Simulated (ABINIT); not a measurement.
# A GW chain in ABINIT: Ca2H3Br (P-3m1)

How does a plane-wave GW calculation on Ca2H3Br (P-3m1) run from the first input to the gap?

Method: PBEsol and many-body steps on it, plane waves, in ABINIT 10.8.3.

## Step 1: Set-up

Symmetry: P-3m1, No. 164, trigonal system. Conventional cell: a = 3.903 Å, b = 3.903 Å, c = 6.854 Å, α = 90.00°, β = 90.00°, γ = 120.00°. Nearest to Ca lie 7 H at 2.27 to 2.59 Å and 3 Br at 3.12 Å. H has 4 Ca at 2.27 to 2.30 Å nearest. Nearest to H lie 6 H at 2.48 Å and 6 Ca at 2.59 Å. Nearest to Br lie 6 Ca at 3.12 Å. Farther neighbours, and contacts between anions beyond the nearest, are not listed.

The cell and positions are those that the Materials Project relaxed with its own functionals (PBE, PBE+U or r2SCAN), kept fixed.

## Step 2: Ground state

This step: ABINIT 10.8.3; DFT, PBEsol with spin-orbit coupling, plane waves, norm-conserving pseudopotentials.

The ground-state density comes first.

Contents of run.abi:

```
acell 3*1.0 Angstrom
rprim 
  3.902939985722 0.000000000020 0.000000000000
  -1.951469992878 3.380045177071 0.000000000000
  0.000000000000 0.000000000000 6.853533590000
ntypat 3
znucl 20 1 35
natom 6
typat 1 1 2 2 2 3
xred 
  0.666666666667 0.333333333333 0.185756080000
  0.333333333333 0.666666666667 0.814243920000
  0.666666666667 0.333333333333 0.850475830000
  0.333333333333 0.666666666667 0.149524170000
  0.000000000000 0.000000000000 0.000000000000
  0.000000000000 0.000000000000 0.500000000000
pp_dirpath "pseudos"
pseudos "Ca.upf, H.upf, Br.upf"
ecut 32
nspinor 2
ngkpt 6 6 4
nshiftk 1
shiftk 0 0 0
kptopt 1
chksymbreak 0
nband 44
occopt 1
tolvrs 1e-10
nstep 60
prtwf 0
optforces 0
optstress 0
indata_prefix "in"
outdata_prefix "out"
tmpdata_prefix "tmp"
```

Started as:

```
> OMP_NUM_THREADS=1 mpirun -n 8 abinit run.abi > log
```

Standard output:

```text
.Version 10.8.3 of ABINIT. v10.8.2 released Aug 2026.

 Symmetries : space group P-3 m 1 (#164); Bravais hP (primitive hexag.)
================================================================================
 Values of the parameters that define the memory need of the present run
     intxc =       0    ionmov =       0      iscf =       7    lmnmax =      16
     lnmax =      16     mgfft =      72  mpssoang =       5    mqgrid =    3299
     natom =       6  nloc_mem =       1    nspden =       1   nspinor =       2
    nsppol =       1      nsym =      12    n1xccc =    2501    ntypat =       3
    occopt =       1   xclevel =       2
-    mband =          44        mffmem =           1         mkmem =           3
       mpw =        5348          nfft =      115200          nkpt =          24
================================================================================
  Rough estimation (10% accuracy) of disk space for files :
================================================================================

--------------------------------------------------------------------------------
------------- Echo of variables that govern the present computation ------------
--------------------------------------------------------------------------------
 -outvars: echo values of preprocessed input variables --------
            acell      1.8897261259E+00  1.8897261259E+00  1.8897261259E+00 Bohr

      chksymbreak           0
             ecut      3.20000000E+01 Hartree
-          fftalg         312

              ixc     -116133
              kpt      0.00000000E+00  0.00000000E+00  0.00000000E+00
                       1.66666667E-01  0.00000000E+00  0.00000000E+00
                       3.33333333E-01  0.00000000E+00  0.00000000E+00
                       5.00000000E-01  0.00000000E+00  0.00000000E+00
                       1.66666667E-01  1.66666667E-01  0.00000000E+00
                       3.33333333E-01  1.66666667E-01  0.00000000E+00
                       3.33333333E-01  3.33333333E-01  0.00000000E+00
                       0.00000000E+00  0.00000000E+00  2.50000000E-01
                       1.66666667E-01  0.00000000E+00  2.50000000E-01
   [... 13 further rows ...]
                       3.33333333E-01  1.66666667E-01  5.00000000E-01
                       3.33333333E-01  3.33333333E-01  5.00000000E-01
         kptrlatt        6    0    0      0    6    0      0    0    4
          kptrlen      4.42529260E+01
P           mkmem           3
            natom           6
            nband          44
            ngfft          40      40      72
             nkpt          24
          nspinor           2
            nstep          60
             nsym          12
           ntypat           3
              occ      1.000000  1.000000  1.000000  1.000000  1.000000  1.000000
                       1.000000  1.000000  1.000000  1.000000  1.000000  1.000000
                       1.000000  1.000000  1.000000  1.000000  1.000000  1.000000
                       1.000000  1.000000  1.000000  1.000000  1.000000  1.000000
                       1.000000  1.000000  1.000000  1.000000  1.000000  1.000000
                       0.000000  0.000000  0.000000  0.000000  0.000000  0.000000
                       0.000000  0.000000  0.000000  0.000000  0.000000  0.000000
                       0.000000  0.000000
        optforces           0
        optstress           0
            prtwf           0
            rprim      3.9029399857E+00  2.0000000000E-11  0.0000000000E+00
[...]
spgroup         164

           tolvrs      1.00000000E-10

             xred      6.6666666667E-01  3.3333333333E-01  1.8575608000E-01
[...]
znucl       20.00000    1.00000   35.00000

================================================================================

 chkinp: Checking input parameters for consistency.

================================================================================
== DATASET  1 ==================================================================
-   mpi_nproc: 8, omp_nthreads: 1 (-1 if OMP is not activated)

--- !DatasetInfo
iteration_state: {dtset: 1, }
dimensions: {natom: 6, nkpt: 24, mband: 44, nsppol: 1, nspinor: 2, nspden: 1, mpw: 5348, }
cutoff_energies: {ecut:  32.0, pawecutdg:  -1.0, }
electrons: {nelect:   3.00000000E+01, charge:   0.00000000E+00, occopt:   1.00000000E+00, tsmear:   1.00000000E-02, }

 Real(R)+Recip(G) space primitive vectors, cartesian coordinates (Bohr,Bohr^-1):
 R(1)=  7.3754877  0.0000000  0.0000000  G(1)=  0.1355843  0.0782796  0.0000000
 R(2)= -3.6877438  6.3873597  0.0000000  G(2)=  0.0000000  0.1565592  0.0000000
 R(3)=  0.0000000  0.0000000 12.9513015  G(3)=  0.0000000  0.0000000  0.0772123
 Unit cell volume ucvol=  6.1013442E+02 bohr^3
 Angles (23,13,12)=  9.00000000E+01  9.00000000E+01  1.20000000E+02 degrees

 getcut: wavevector=  0.0000  0.0000  0.0000  ngfft=  40  40  72
         ecut(hartree)=     32.000   => boxcut(ratio)=   2.12975

--- Pseudopotential description ------------------------------------------------
- Ca Generated using ONCVPSP code by D. R. Hamann
- 20.00000  10.00000  180509                  znucl, zion, pspdat
12 -116133 2 -1 1746                          pspcod,pspxc,lmax,lloc,mmax
     nproj     2     3     2     0
     spin-orbit psp
        nprojso     4     2     0
[...]
-  1.00000   1.00000  180509                  znucl, zion, pspdat
12 -116133 1 -1 1180                          pspcod,pspxc,lmax,lloc,mmax
     nproj     2     2     0     0
     spin-orbit psp
        nprojso     2     0     0
  pspatm : epsatm=    0.35588979
         --- l  ekb(1:nproj) -->
[...]
spin-orbit 1    0.000425   -0.000168
 pspatm: atomic psp has been read  and splines computed

- Br Generated using ONCVPSP code by D. R. Hamann
- 35.00000   7.00000  180509                  znucl, zion, pspdat
12 -116133 2 -1 1110                          pspcod,pspxc,lmax,lloc,mmax
     nproj     2     3     3     0
     spin-orbit psp
        nprojso     4     4     0
  pspatm : epsatm=   10.95331152
         --- l  ekb(1:nproj) -->
[...]
1    5.397627    0.895511    0.010517
             2    2.538838    0.395336    0.000606
  spin-orbit 1    0.408434   -0.256546    0.061347   -0.000368
  spin-orbit 2    0.104500   -0.012246    0.005468   -0.000075
 pspatm: atomic psp has been read  and splines computed

   1.10857142E+03                                ecore*ucvol(ha*bohr**3)
--------------------------------------------------------------------------------

_setup2: Arith. and geom. avg. npw (full set) are    5274.993    5274.978

================================================================================

--- !BeginCycle
iteration_state: {dtset: 1, }
solver: {iscf: 7, nstep: 60, nline: 4, wfoptalg: 0, }
tolerances: {tolvrs: 1.00E-10, }

     iter   Etot(hartree)      deltaE(h)  residm     vres2
 ETOT  1  -94.836859    -9.484E+01 5.838E-02 1.219E+03
 ETOT  2  -94.928724    -9.187E-02 3.149E-02 2.548E+02
 ETOT  3  -94.934424    -5.700E-03 7.879E-03 7.035E+01
 ETOT  4  -94.936346    -1.922E-03 5.272E-03 1.888E+00
 ETOT  5  -94.936409    -6.331E-05 4.932E-03 1.277E-01
 ETOT  6  -94.936415    -6.155E-06 2.759E-03 4.952E-03
 ETOT  7  -94.936416    -6.966E-07 1.325E-03 1.593E-04
 ETOT  8  -94.936416    -2.407E-08 1.457E-03 1.398E-05
 ETOT  9  -94.936416    -1.394E-09 8.567E-04 3.463E-07
 ETOT 10  -94.936416    -7.927E-11 1.174E-03 1.767E-08
 ETOT 11  -94.936416    -1.027E-11 7.733E-04 2.234E-09
 ETOT 12  -94.936416    -4.121E-13 9.538E-04 2.888E-10
 ETOT 13  -94.936416     5.116E-13 7.018E-04 9.078E-13

 At SCF step   13       vres2   =  9.08E-13 < tolvrs=  1.00E-10 =>converged.

--- !ResultsGS
iteration_state: {dtset: 1, }
comment   : Summary of ground state results
lattice_vectors:
- [  7.3754877,   0.0000000,   0.0000000, ]
- [ -3.6877438,   6.3873597,   0.0000000, ]
- [  0.0000000,   0.0000000,  12.9513015, ]
lattice_lengths: [   7.37549,    7.37549,   12.95130, ]
lattice_angles: [ 90.000,  90.000, 120.000, ] # degrees, (23, 13, 12)
lattice_volume:   6.1013442E+02
convergence: {deltae:  5.116E-13, res2:  9.078E-13, residm:  7.018E-04, diffor:  0.000E+00, }
etotal    :  -9.49364158E+01
entropy   :   0.00000000E+00
fermie    :   2.10878058E-01
cartesian_stress_tensor: null
pressure_GPa: null
xred      :
- [  6.6667E-01,   3.3333E-01,   1.8576E-01, Ca]
- [  3.3333E-01,   6.6667E-01,   8.1424E-01, Ca]
- [  6.6667E-01,   3.3333E-01,   8.5048E-01,  H]
- [  3.3333E-01,   6.6667E-01,   1.4952E-01,  H]
- [  0.0000E+00,   0.0000E+00,   0.0000E+00,  H]
- [  0.0000E+00,   0.0000E+00,   5.0000E-01, Br]
cartesian_forces: null
force_length_stats: {min: null, max: null, mean: null, }

 Integrated electronic density in atomic spheres:
 ------------------------------------------------
 Atom  Sphere_radius  Integrated_density
[...]
================================================================================

 ----iterations are completed or convergence reached----

 Mean square residual over all n,k,spin=   66.326E-07; max=  70.182E-05
 reduced coordinates (array xred) for    6 atoms
[...]
0.333333      0.666667      0.814244
       0.666667      0.333333      0.850476
       0.333333      0.666667      0.149524
       0.000000      0.000000      0.000000
       0.000000      0.000000      0.500000
 rms dE/dt=  0.0000E+00; max dE/dt=  0.0000E+00; dE/dt below (all hartree)
    1       0.000000      0.000000      0.000000
    2       0.000000      0.000000      0.000000
    3       0.000000      0.000000      0.000000
    4       0.000000      0.000000      0.000000
    5       0.000000      0.000000      0.000000
    6       0.000000      0.000000      0.000000

 cartesian coordinates (angstrom) at end:
    1      1.951470     1.126682     1.273086
    2     -1.133e-11     2.253363     5.580448
    3      1.951470     1.126682     5.828765
    4     -1.133e-11     2.253363     1.024769
    5      0.000000     0.000000     0.000000
    6      0.000000     0.000000     3.426767
 length scales=  1.889726  1.889726  1.889726 bohr
              =  1.000000  1.000000  1.000000 angstroms
 prteigrs : about to open file out_EIG
 Fermi (or HOMO) energy (hartree) =   0.21088   Average Vxc (hartree)=  -0.34917
 Eigenvalues (hartree) for nkpt=  24  k points:
 kpt#   1, nband= 44, wtk=  0.00694, kpt=  0.0000  0.0000  0.0000 (reduced coord)
  -1.30255   -1.30255   -1.30093   -1.30093   -0.61981   -0.61981   -0.61346   -0.61346
  -0.60575   -0.60575   -0.60069   -0.60069   -0.60007   -0.60007   -0.59849   -0.59849
  -0.41019   -0.41019   -0.03021   -0.03021   -0.01806   -0.01806    0.06068    0.06068
   0.07392    0.07392    0.09907    0.09907    0.20150    0.20150    0.28868    0.28868
   0.28881    0.28881    0.29092    0.29092    0.29253    0.29253    0.29256    0.29256
   0.33150    0.33157    0.33424    0.33430
 prteigrs : prtvol=0 or 1, do not print more k-points.

--- !EnergyTerms
iteration_state     : {dtset: 1, }
comment             : Components of total free energy in Hartree
kinetic             :  3.259766E+01
hartree             :  1.886238E+01
xc                  : -2.078664E+01
Ewald energy        : -6.330860E+01
psp_core            :  1.816930E+00
local_psp           : -7.246865E+01
non_local_psp       :  8.350504E+00
total_energy        : -9.493642E+01
total_energy_eV     : -2.583351E+03
band_energy         : -1.273431E+01

== END DATASET(S) ==============================================================
================================================================================

 -outvars: echo values of variables after computation  --------
           etotal     -9.4936415835E+01
            nband          44
             nkpt          24
          spgroup         164
 [... the other variables as echoed above ...]

 Calculation completed.
```

Wall time 3.4 min (8 MPI ranks of Arm Neoverse N1, shared host); peak memory 0.91 GiB.

Read from the output:

```
total energy               : -2583.3515 eV
gap                        : 1.381 eV
k of the valence top       : 0, 0, 0.5
k of the conduction bottom : 0.1667, 0.1667, 0.5
least direct gap           : 1.686 eV
```

The gap is indirect, with the least direct gap 0.31 eV higher.

## Step 3: Empty states on the mesh, 3×3×2 mesh, 128 bands

The sums over transitions need many empty states on a uniform mesh; this step solves for them.

Edit run.abi of step 2 so:

```diff
@@ -20,3 +20,3 @@
 nspinor 2
-ngkpt 6 6 4
+ngkpt 3 3 2
 nshiftk 1
@@ -25,9 +25,10 @@
 chksymbreak 0
-nband 44
-occopt 1
-tolvrs 1e-10
+iscf -2
+irdden 1
+istwfk *1
+nband 128
+nbdbuf 10
+tolwfr 1e-09
 nstep 60
-prtwf 0
-optforces 0
-optstress 0
+prtvol 0
 indata_prefix "in"
```

Started as:

```
> OMP_NUM_THREADS=1 mpirun -n 6 abinit run.abi > log
```

Standard output:

```text
.Version 10.8.3 of ABINIT. v10.8.2 released Aug 2026.

 Symmetries : space group P-3 m 1 (#164); Bravais hP (primitive hexag.)
[... echo of the input left out ...]
== DATASET  1 ==================================================================
-   mpi_nproc: 6, omp_nthreads: 1 (-1 if OMP is not activated)

--- !DatasetInfo
iteration_state: {dtset: 1, }
dimensions: {natom: 6, nkpt: 6, mband: 128, nsppol: 1, nspinor: 2, nspden: 1, mpw: 5348, }
cutoff_energies: {ecut:  32.0, pawecutdg:  -1.0, }
electrons: {nelect:   3.00000000E+01, charge:   0.00000000E+00, occopt:   1.00000000E+00, tsmear:   1.00000000E-02, }

 Real(R)+Recip(G) space primitive vectors, cartesian coordinates (Bohr,Bohr^-1):
 R(1)=  7.3754877  0.0000000  0.0000000  G(1)=  0.1355843  0.0782796  0.0000000
 R(2)= -3.6877438  6.3873597  0.0000000  G(2)=  0.0000000  0.1565592  0.0000000
 R(3)=  0.0000000  0.0000000 12.9513015  G(3)=  0.0000000  0.0000000  0.0772123
 Unit cell volume ucvol=  6.1013442E+02 bohr^3
 Angles (23,13,12)=  9.00000000E+01  9.00000000E+01  1.20000000E+02 degrees

 getcut: wavevector=  0.0000  0.0000  0.0000  ngfft=  40  40  72
         ecut(hartree)=     32.000   => boxcut(ratio)=   2.12975

--- Pseudopotential description ------------------------------------------------
- Ca Generated using ONCVPSP code by D. R. Hamann
- 20.00000  10.00000  180509                  znucl, zion, pspdat
12 -116133 2 -1 1746                          pspcod,pspxc,lmax,lloc,mmax
     nproj     2     3     2     0
     spin-orbit psp
        nprojso     4     2     0
  pspatm : epsatm=   12.46569982
         --- l  ekb(1:nproj) -->
             0    0.973558   10.055048
             1    2.999586    0.458246    0.000021
             2   -3.446888   -1.091508
  spin-orbit 1    0.048466   -0.009333    0.003358   -0.000050
  spin-orbit 2    0.003087    0.001219
 pspatm: atomic psp has been read  and splines computed

- H Generated using ONCVPSP code by D. R. Hamann
-  1.00000   1.00000  180509                  znucl, zion, pspdat
12 -116133 1 -1 1180                          pspcod,pspxc,lmax,lloc,mmax
     nproj     2     2     0     0
     spin-orbit psp
        nprojso     2     0     0
  pspatm : epsatm=    0.35588979
         --- l  ekb(1:nproj) -->
             0   -1.674936   -0.523615
[...]
spin-orbit 1    0.000425   -0.000168
 pspatm: atomic psp has been read  and splines computed

- Br Generated using ONCVPSP code by D. R. Hamann
- 35.00000   7.00000  180509                  znucl, zion, pspdat
12 -116133 2 -1 1110                          pspcod,pspxc,lmax,lloc,mmax
     nproj     2     3     3     0
     spin-orbit psp
        nprojso     4     4     0
  pspatm : epsatm=   10.95331152
         --- l  ekb(1:nproj) -->
[...]
1    5.397627    0.895511    0.010517
             2    2.538838    0.395336    0.000606
[...]
prteigrs : about to open file out_EIG
 Non-SCF case, kpt    1 (  0.00000  0.00000  0.00000), residuals and eigenvalues=
  2.15E-10  9.03E-10  7.80E-10  8.83E-10  2.25E-10  7.26E-10  3.35E-10  8.94E-10
  2.07E-10  7.04E-10  3.74E-10  7.09E-10  2.62E-10  4.10E-10  9.26E-11  3.33E-10
  4.65E-10  6.73E-10  2.53E-10  7.66E-10  1.67E-10  8.71E-10  5.89E-10  9.96E-10
[...]
-1.3026E+00 -1.3026E+00 -1.3009E+00 -1.3009E+00 -6.1981E-01 -6.1981E-01
 -6.1346E-01 -6.1346E-01 -6.0575E-01 -6.0575E-01 -6.0069E-01 -6.0069E-01
 -6.0007E-01 -6.0007E-01 -5.9849E-01 -5.9849E-01 -4.1019E-01 -4.1019E-01
[...]
1.2319E+00  1.2319E+00  1.2337E+00  1.2337E+00  1.2673E+00  1.2673E+00
  1.2803E+00  1.2803E+00  1.3540E+00  1.3543E+00  1.3546E+00  1.3558E+00
  1.3694E+00  1.3821E+00
 prteigrs : prtvol=0 or 1, do not print more k-points.

--- !ResultsGS
iteration_state: {dtset: 1, }
comment   : Summary of ground state results
lattice_vectors:
- [  7.3754877,   0.0000000,   0.0000000, ]
- [ -3.6877438,   6.3873597,   0.0000000, ]
- [  0.0000000,   0.0000000,  12.9513015, ]
lattice_lengths: [   7.37549,    7.37549,   12.95130, ]
lattice_angles: [ 90.000,  90.000, 120.000, ] # degrees, (23, 13, 12)
lattice_volume:   6.1013442E+02
convergence: {deltae:  0.000E+00, res2:  0.000E+00, residm:  9.963E-10, diffor:  0.000E+00, }
etotal    :  -9.49364158E+01
entropy   :   0.00000000E+00
fermie    :   2.10878058E-01
cartesian_stress_tensor: null
pressure_GPa: null
xred      :
- [  6.6667E-01,   3.3333E-01,   1.8576E-01, Ca]
- [  3.3333E-01,   6.6667E-01,   8.1424E-01, Ca]
- [  6.6667E-01,   3.3333E-01,   8.5048E-01,  H]
- [  3.3333E-01,   6.6667E-01,   1.4952E-01,  H]
- [  0.0000E+00,   0.0000E+00,   0.0000E+00,  H]
- [  0.0000E+00,   0.0000E+00,   5.0000E-01, Br]
cartesian_forces: null
force_length_stats: {min: null, max: null, mean: null, }

 Integrated electronic density in atomic spheres:
 ------------------------------------------------
 Atom  Sphere_radius  Integrated_density
[...]
================================================================================

 ----iterations are completed or convergence reached----

 Mean square residual over all n,k,spin=   50.755E-11; max=  99.629E-11
 reduced coordinates (array xred) for    6 atoms
[...]
0.000000      0.000000      0.000000
       0.000000      0.000000      0.500000

 cartesian coordinates (angstrom) at end:
[...]
5      0.000000     0.000000     0.000000
    6      0.000000     0.000000     3.426767
 length scales=  1.889726  1.889726  1.889726 bohr
              =  1.000000  1.000000  1.000000 angstroms
 prteigrs : about to open file out_EIG
 Eigenvalues (hartree) for nkpt=   6  k points:
 kpt#   1, nband=128, wtk=  0.05556, kpt=  0.0000  0.0000  0.0000 (reduced coord)
[...]
1.20882    1.20882    1.23185    1.23185    1.23370    1.23370    1.26732    1.26732
   1.28033    1.28033    1.35401    1.35435    1.35462    1.35584    1.36936    1.38210
 prteigrs : prtvol=0 or 1, do not print more k-points.

== END DATASET(S) ==============================================================
================================================================================

 -outvars: echo values of variables after computation  --------
            nband         128
             nkpt           6
          spgroup         164
 [... the other variables as echoed above ...]

 Calculation completed.
```

Wall time 2.2 min (6 MPI ranks); peak memory 0.65 GiB; 13 min of CPU time.

Numbers from this step:

```
gap                                                           : 1.541 eV
k of the valence top                                          : 0, 0, 0.5
k of the conduction bottom                                    : 0.3333, 0, 0.5
least direct gap                                              : 1.686 eV
k points computed                                             : 6
lowest point of the top converged band, above the valence top : 24.90 eV
```

On this mesh the gap is 1.541 eV. The earlier step found 1.381 eV, so this mesh misses an edge.

(Part 1 of 2 ends here.)

[Long decimals in the printed logs are rounded to 6 places.]

[Logs are printed without paths, hosts, clocks, repeated set-up lines and the standing remarks that a program may print on its own settings, such as how far it seeks lower states.]

[Paths, hosts, dates, memory and timing lines, banners, echoed tables and standing remarks are left out of the program output; an Ansatz launch command may be rebuilt from the run's recorded settings. Measured values are a selection of at most five: reports struck by readers or far from the other reports are left out. None is set beside runs whose start may be inverted or whose files or cutoffs have a known fault.]

[Runs of the session that timed out or met a known fault of the program may be left out.]

[Hosts, paths, dates, database ids (printed as entryN), source tags and the programs' standing remarks are cut or masked in the printed files.]

[G0W0 gaps are taken among the corrected bands and points alone; a level outside them can change the order at an edge.]

[Where Ansatz stands beside ABINIT at settings called matched, ABINIT's density can come from a denser mesh and the files from another edition; pairs whose starting gaps differed by over 0.03 eV were left out, so agreement reads better than it is.]
